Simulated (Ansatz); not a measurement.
# Lattice dynamics of Sc2NO2 monolayer

Aim: the vibrations of Sc2NO2 monolayer, their spectra, and whether the structure is stable.

Calculated with Ansatz 0.2.0; DFT PBEsol, scalar-relativistic, plane waves, PAW.

Most raw output is cut from this account.

## (1) The structure

The cell holds 5 atoms: 1 N, 2 Sc and 2 O. Cell: a = 3.350 Å, b = 3.350 Å, c = 20.000 Å, α = 90.0°, β = 90.0°, γ = 120.0°. Vacuum lies along c.

## (2) Rough relaxation

The start is far from rest, so a relaxation with loose tolerances brings it close first.

The program solves this slab on a cell height of its own, 32.6 Å, in place of the one typed.

File input.yaml:

```yaml
crystal:
  lattice:
    - [3.35, 0.0, 0.0]
    - [-1.675, 2.90119, 0.0]
    - [0.0, 0.0, 20.0]
  atoms:
    - { symbol: "N", position: [0.0, 0.0, 0.5] }
    - { symbol: Sc, position: [0.333333, 0.666667, 0.56] }
    - { symbol: Sc, position: [0.666667, 0.333333, 0.44] }
    - { symbol: O, position: [0.666667, 0.333333, 0.61] }
    - { symbol: O, position: [0.333333, 0.666667, 0.39] }
  periodic: [true, true, false]
kpoints:
  mp_grid: { grid: [9, 9, 1] }
hamiltonian:
  xc: pbesol
scf:
  occupations: { method: gaussian, width: 0.1 }
output:
  forces: true
  stress: true
  eigenvalues: true
relax:
  adjacent_minimum: "off"
  f_tol: 0.05
  max_steps: 80
  cell: { stress_2d_tol: 0.02 }
```

On the command line:

```
ansatz run input.yaml --threads 8 --pin off --max-ram 14336MiB --backend cpu --events-out ev --progress --plain --runs-dir out
```

Elapsed: 12 s, on 8 threads of Arm Neoverse V1, shared host; peak memory 0.77 GiB; 86 s of CPU time.

This run has no spin polarisation although its electron count is odd.

The steps of the relaxation:

```
step  energy less that of the first step (eV)  largest force component (eV/Å)  volume (Å³)
   1                                   0.0000                          3.4946       316.84
   2                                  -1.0338                          0.5153       299.91
   3                                  -1.0858                          0.2641       292.34
   4                                  -1.0930                          0.0145       290.91
   5                                  -1.0926                          0.0028       292.12
   6                                  -1.0927                          0.0004       292.03
  7*                                  -1.0820                          0.0011       292.03
   8                                  -1.0826                          0.0014       291.40
  9*                                  -1.0822                          0.0013       291.40
```

Relaxation steps marked * repeat the geometry before them on a plane-wave basis chosen anew for their cell, so energy and pressure can jump there.

The run keeps the 12 symmetry operations that it works with, so distortions that break them were not tested.

```
cell as run  before  after  change
      a (Å)   3.350  3.213  -4.1 %
      b (Å)   3.350  3.213  -4.1 %
```

The atoms that moved most (Å, along periodic axes as changes of fractional coordinates times the final cell, across vacuum about the mean position):

```
atom     dx     dy      dz  length
 Sc2  0.000  0.000   0.200   0.200
 Sc3  0.000  0.000  -0.200   0.200
  O5  0.000  0.000   0.020   0.020
  O4  0.000  0.000  -0.020   0.020
```

The relaxed structure:

```xyz
5
Lattice="3.2127 0.0000 0.0000 -1.6064 2.7823 0.0000 0.0000 0.0000 32.6000" Properties=species:S:1:pos:R:3
N     0.0000    0.0000   10.0000
Sc    0.0000    1.8549   11.3995
Sc    1.6064    0.9274    8.6005
O     1.6064    0.9274   12.1800
O     0.0000    1.8549    7.8200
```

This step gave:

```
gap on the k-mesh : 0 eV
area per atom     : 1.788 Å²
```

The relaxation ends with a largest force component of 0.0013 eV/Å.

## (3) Bringing the structure to rest

The cell and atoms are relaxed, since residual forces and stress would shift the frequencies.

File input.yaml:

```yaml
crystal:
  lattice:
    - [3.2127251807, 0.0, 0.0]
    - [-1.6063625904, 2.7823016219, 0.0]
    - [0.0, 0.0, 32.6]
  atoms:
    - { symbol: "N", position: [0.0, 0.0, 0.3067484663] }
    - { symbol: Sc, position: [0.3333333333, 0.6666666667, 0.3496789447] }
    - { symbol: Sc, position: [0.6666666667, 0.3333333333, 0.2638179878] }
    - { symbol: O, position: [0.6666666667, 0.3333333333, 0.3736186294] }
    - { symbol: O, position: [0.3333333333, 0.6666666667, 0.2398783031] }
  periodic: [true, true, false]
kpoints:
  mp_grid: { grid: [12, 12, 1] }
hamiltonian:
  xc: pbesol
scf:
  occupations: { method: gaussian, width: 0.1 }
output:
  forces: true
  stress: true
  eigenvalues: true
  write_density: true
  write_potential: true
  elf: true
  volumetric_format: npy
relax:
  adjacent_minimum: "off"
  f_tol: 0.005
  max_steps: 80
  cell: { stress_2d_tol: 0.02 }
```

Run time: 8 s. Hardware: 8 threads; peak memory 0.8 GiB.

Little changed from the start: no atom moved by 0.005 Å and no cell edge by 0.1 %.

This step gave:

| Item | Value |
| --- | --- |
| area per atom | 1.789 Å² |

Valence density in the ac plane at fractional y = 0.333, with atoms of Sc and O within 0.2 Å of it. It is the smooth field of the valence electrons, not physical close to the nuclei.

Ten steps, logarithmic in the rise over the least value, from '_' (0.0 e/Å³) to '@' (5.5 e/Å³), each cell a mean:
```
__________________________________
__________________________________
__________________________________
__________________________________
__________________________________
__________________________________
__________________________________
__________________________________
__________________________________
__________________________________
__________________________________
__________________________________
__________________________________
__________________________________
::........::::==++##%%%%%%##**++--
--==========--==++**##%%%%##**++==
--==========----::::--------::----
------------==++##%%@@@@@@@@%%**==
------------::::----==++++==--::::
__________________________________
__________________________________
__________________________________
__________________________________
__________________________________
```
Columns run along a (3.2 Å), rows up along c (32.6 Å). Atoms in or near the plane, at fractional coordinates: Sc at (0.67, 0.26), O at (0.67, 0.37).

ELF in the ac plane at fractional y = 0.333, with atoms of Sc and O within 0.2 Å of it. It is the smooth field of the valence electrons, not physical close to the nuclei.

Ten even steps from '0' (0.00) to '9' (0.72), each cell a mean:
```
00000000000000000
00000000000000000
00000000000000000
00000000000000000
00000000000000000
00000000000000000
00000000000000000
00000000000000000
00000000000000000
00000000000000000
00000000000000000
00000000000000000
00000000000000000
00000000111111100
41000258999899997
11222124677777753
67777653211111124
12443214897668962
46777642112322112
00000000000000000
00000000000000000
00000000000000000
00000000000000000
00000000000000000
```
Columns run along a (3.2 Å), rows up along c (32.6 Å). Atoms in or near the plane, at fractional coordinates: Sc at (0.67, 0.26), O at (0.67, 0.37).

Electrostatic potential energy in the ac plane at fractional y = 0.333, with atoms of Sc and O within 0.2 Å of it. With pseudopotentials it is smooth inside the atoms' cores, unlike the true potential.

Ten even steps from '0' (-26 eV) to '9' (0 eV), each cell a mean:
```
99999999999999999
99999999999999999
99999999999999999
99999999999999999
99999999999999999
99999999999999999
99999999999999999
99999999999999999
99999999999999999
99999999999999999
99999999999999999
99999999999999999
99999999999999999
99999999999999999
98888999754444579
54434567654444566
77777777777667777
67887752000000003
89999887765555678
99999999999999999
99999999999999999
99999999999999999
99999999999999999
99999999999999999
```
Columns run along a (3.2 Å; values clipped at the 3rd and 97th percentile), rows up along c (32.6 Å). Atoms in or near the plane, at fractional coordinates: Sc at (0.67, 0.26), O at (0.67, 0.37).

## (4) Relaxing to small forces for the phonons

Phonons need a cell at rest on their own settings, so the relaxation is repeated with tight tolerances on forces and stress on the k mesh and occupations of the first response run.

input.yaml, the sections that differ from step 3:

```yaml
crystal:
  lattice:
    - [3.2137174818, 0.0, 0.0]
    - [-1.6068587409, 2.7831609798, 0.0]
    - [0.0, 0.0, 32.6]
  atoms:
    - { symbol: "N", position: [0.0, 0.0, 0.3067484663] }
    - { symbol: Sc, position: [0.3333333333, 0.6666666667, 0.3495284416] }
    - { symbol: Sc, position: [0.6666666667, 0.3333333333, 0.263968491] }
    - { symbol: O, position: [0.6666666667, 0.3333333333, 0.3734934501] }
    - { symbol: O, position: [0.3333333333, 0.6666666667, 0.2400034824] }
  periodic: [true, true, false]
scf:
  occupations: { method: methfessel_paxton, width: 0.15 }
relax:
  adjacent_minimum: "off"
  f_tol: 0.001
  max_steps: 60
  cell: { stress_2d_tol: 0.002 }
# kpoints, hamiltonian, output: as in step 3
```

Elapsed: 9.3 s, on 8 threads; peak memory 0.82 GiB; 66 s of CPU time.

Little changed from the start: no atom moved by 0.005 Å and no cell edge by 0.1 %.

ELF in the ac plane at fractional y = 0.333, with atoms of Sc and O within 0.2 Å of it. It is the smooth field of the valence electrons, not physical close to the nuclei.

Ten even steps from '_' (0.00) to '@' (0.72), each cell a mean:
```
__________________________________
__________________________________
__________________________________
__________________________________
__________________________________
__________________________________
__________________________________
__________________________________
__________________________________
__________________________________
__________________________________
__________________________________
__________________________________
________________..............____
==..______::++%%@@@@@@%%@@@@@@@@##
....::::::..::==**############++--
**########**++--::............::==
..::====--::..==%%@@##****%%@@**::
==**######**==::....::--::::....::
__________________________________
__________________________________
__________________________________
__________________________________
__________________________________
```
Columns run along a (3.2 Å), rows up along c (32.6 Å). Atoms in or near the plane, at fractional coordinates: Sc at (0.67, 0.26), O at (0.67, 0.37).

Electrostatic potential energy in the ac plane at fractional y = 0.333, with atoms of Sc and O within 0.2 Å of it. With pseudopotentials it is smooth inside the atoms' cores, unlike the true potential.

Ten even steps from '0' (-26 eV) to '9' (0 eV), each cell a mean:
```
99999999999999999
99999999999999999
99999999999999999
99999999999999999
99999999999999999
99999999999999999
99999999999999999
99999999999999999
99999999999999999
99999999999999999
99999999999999999
99999999999999999
99999999999999999
99999999999999999
98888999754444579
54434567654444566
77777777777667777
67887752000000003
89999887765555678
99999999999999999
99999999999999999
99999999999999999
99999999999999999
99999999999999999
```
Columns run along a (3.2 Å; values clipped at the 3rd and 97th percentile), rows up along c (32.6 Å). Atoms in or near the plane, at fractional coordinates: Sc at (0.67, 0.26), O at (0.67, 0.37).

Valence density in the ac plane at fractional y = 0.333, with atoms of Sc and O within 0.2 Å of it. It is the smooth field of the valence electrons, not physical close to the nuclei.

Ten steps, logarithmic in the rise over the least value, from '0' (0.0 e/Å³) to '9' (5.5 e/Å³), each cell a mean:
```
00000000000000000
00000000000000000
00000000000000000
00000000000000000
00000000000000000
00000000000000000
00000000000000000
00000000000000000
00000000000000000
00000000000000000
00000000000000000
00000000000000000
00000000000000000
00000000000000000
21111224578887653
34444434567887654
34444433223333233
33333345789999864
33333322334554322
00000000000000000
00000000000000000
00000000000000000
00000000000000000
00000000000000000
```
Columns run along a (3.2 Å), rows up along c (32.6 Å). Atoms in or near the plane, at fractional coordinates: Sc at (0.67, 0.26), O at (0.67, 0.37).

The largest force component left is 0.031 meV/Å, within the tolerances set.

## (5) Zone-centre response

The zone centre comes first: it holds the modes that light can see, as far as symmetry allows. No field response is asked, since the mesh shows no gap.

File input.yaml:

```yaml
crystal:
  lattice:
    - [3.2137296064, 0.0, 0.0]
    - [-1.6068648032, 2.78317148, 0.0]
    - [0.0, 0.0, 32.6]
  atoms:
    - { symbol: "N", position: [0.0, 0.0, 0.3067484663] }
    - { symbol: Sc, position: [0.3333333333, 0.6666666667, 0.3494973899] }
    - { symbol: Sc, position: [0.6666666667, 0.3333333333, 0.2639995427] }
    - { symbol: O, position: [0.6666666667, 0.3333333333, 0.3734876061] }
    - { symbol: O, position: [0.3333333333, 0.6666666667, 0.2400093265] }
  periodic: [true, true, false]
kpoints:
  mp_grid: { grid: [12, 12, 1] }
hamiltonian:
  xc: pbesol
scf:
  occupations: { method: methfessel_paxton, width: 0.15 }
output:
  eigenvalues: true
phonons:
  method: dfpt
```

The job ended after 75 s (8 threads; peak memory 1.6 GiB; 9.2 min of CPU time).

Numbers from this step:

```yaml
sum_rule_residual_before_enforcement: 2.65e-5 eV/Å²
point_group: -3m
highest_optical_mode_at_the_zone_centre_no_lo_to_term: 527.2 cm⁻¹
lowest_optical_zone_centre_mode: 124.8 cm⁻¹
```

Patterns of degenerate modes are one choice out of their space. Modes at Γ, with each element's share of the kinetic energy:

```
mode  frequency (cm⁻¹)  symmetry  N %  Sc %  O %
   1               0.0  acoustic   10    66   24
   2               0.0  acoustic   10    66   24
   3               0.0  acoustic   10    66   24
   4             124.8        Eg    0    75   25
   5             124.8        Eg    0    75   25
   6             205.6       A1g    0    73   27
   7             358.5        Eu   89    10    1
   8             358.5        Eu   89    10    1
   9             408.9       A2u   33    33   34
  10             454.9        Eg    0    25   75
  11             454.9        Eg    0    25   75
  12             478.8       A1g    0    27   73
  13             485.2        Eu    1    24   76
  14             485.2        Eu    1    24   76
  15             527.2       A2u   57     1   43
```

Displacements in mode 5 (124.8 cm⁻¹), the largest set to 1:
```
N1   0.00  0.00  0.00
Sc2 -0.04  1.00  0.00
Sc3  0.04 -1.00  0.00
O4  -0.04  0.98  0.00
O5   0.04 -0.98  0.00
```

Displacements in mode 15 (527.2 cm⁻¹), the largest set to 1:
```
N1   0.00  0.00  1.00
Sc2  0.00  0.00  0.05
Sc3  0.00  0.00  0.05
O4   0.00  0.00 -0.57
O5   0.00  0.00 -0.57
```

Before it was imposed, the acoustic sum rule was missed by 2.7e-5 eV/Å². Small misses are needed for a sound result but don't prove that mesh and cutoff are converged. The lowest optical mode is real, 125 cm⁻¹.

## (6) Response at finite wavevector

Stability and thermal properties need the whole zone. Linear response on a 6×6×1 q mesh gives force constants as far as a supercell of that size would.

input.yaml: that of step 5 with these lines changed.

```diff
@@ -22 +22,10 @@
   method: dfpt
+  qmesh: [6, 6, 1]
+  temperatures: { t_max: 1000, t_step: 50 }
+  qpath:
+    path:
+      - [0.0, 0.0, 0.0]
+      - [0.5, 0.0, 0.0]
+      - [0.33333333, 0.33333333, 0.0]
+      - [0.0, 0.0, 0.0]
+    npoints: 10
```

Wall time 17 min (8 threads); peak memory 2.7 GiB.

Numbers from this step:

```yaml
sum_rule_residual_before_enforcement: 3.94e-5 eV/Å²
lowest_frequency_on_the_path: 0 cm⁻¹
highest_frequency_on_the_path_or_at_a_solved_wavevector: 585.9 cm⁻¹
mean_frequency: 348.2 cm⁻¹
lowest_mode_on_the_q_mesh_acoustic_modes_at_gamma_apart: 59.83 cm⁻¹
zero_point_energy_per_atom: 64.74 meV
heat_capacity_at_300_k: 19.48 J/(mol atoms K)
vibrational_entropy_at_300_k: 17.84 J/(mol atoms K)
edges_of_the_widest_gap_between_branches_on_path_and_mesh: 277.9, 349.1 cm⁻¹
```

Frequencies (cm⁻¹) solved at each irreducible wavevector; negative means imaginary. Frequencies by wavevector, by row:

```
q in reciprocal lattice units  star  mode 1  mode 2  mode 3  mode 4  mode 13  mode 14  mode 15
                        0 0 0     1       0       0       0   124.8    485.2    485.2    527.2
                   0 0.1667 0     6    59.8    87.5   147.7   150.1    484.3    496.7    554.9
                   0 0.3333 0     6   130.1   157.8   190.2   191.8    470.4    524.3    573.4
                     0 -0.5 0     3     172   181.9   194.3   210.1    464.9    530.8    585.9
              0.1667 0.1667 0     6   111.3   163.6     178   196.3    477.5    509.1    569.6
              0.1667 0.3333 0    12   164.2   189.4   214.9   230.3    471.9    535.7    567.1
              0.3333 0.3333 0     2   189.1   189.1   231.4   231.4    479.9    549.6    549.6
```

Interpolated from a 6×6×1 q mesh. Phonon branches along the path, in cm⁻¹:

```
  point  branch 1  branch 2  branch 3  branch 4  branch 12  branch 13  branch 14  branch 15
      Γ         0         0         0       125        479        485        485        527
halfway        98       128       170       184        473        476        506        571
      M       172       182       194       210        461        465        531        586
halfway       177       192       216       229        470        471        532        573
      K       189       189       231       231        475        480        550        550
halfway       111       164       178       196        466        478        509        570
      Γ         0         0         0       125        479        485        485        527
```

The phonon density of states has structure finer than the step of the table below, so its rows give means over 25 cm⁻¹, whole bins alone (the curve runs from -2.5 to 588 cm⁻¹). Peaks (cm⁻¹: height): 192.5: 0.0796, 232.5: 0.0573, 252.5: 0.0667, 357.5: 0.155, 447.5: 0.126, 472.5: 0.122, 532.5: 0.0650.

Tetrahedra on a 24×24×1 mesh, mean over bins of 5 cm-1. Interpolated from a 6×6×1 q mesh. The phonon density of states by wavenumber; means over each step:

wavenumber (cm⁻¹), phonon density of states (1/cm⁻¹/cell) and a bar:
```
       25      0.002 #
       50      0.004 #
       75      0.006 ##
      100      0.008 ###
      125      0.013 #####
      150      0.022 ########
      175      0.043 ################
      200      0.047 ##################
      225      0.037 ##############
      250      0.039 ##############
      275      0.018 #######
      300      0.000 
      325      0.000 
      350      0.051 ###################
      375      0.042 ###############
      400      0.010 ####
      425      0.015 ######
      450      0.081 ##############################
      475      0.080 ##############################
      500      0.014 #####
      525      0.023 #########
      550      0.016 ######
      575      0.028 ##########
```

(Part 1 of 2 ends here.)

[Logs are printed without paths, hosts, clocks, repeated set-up lines and the standing remarks that a program may print on its own settings, such as how far it seeks lower states.]

[Hosts, paths, dates, database ids (printed as entryN), source tags and the programs' standing remarks are cut or masked in the printed files.]
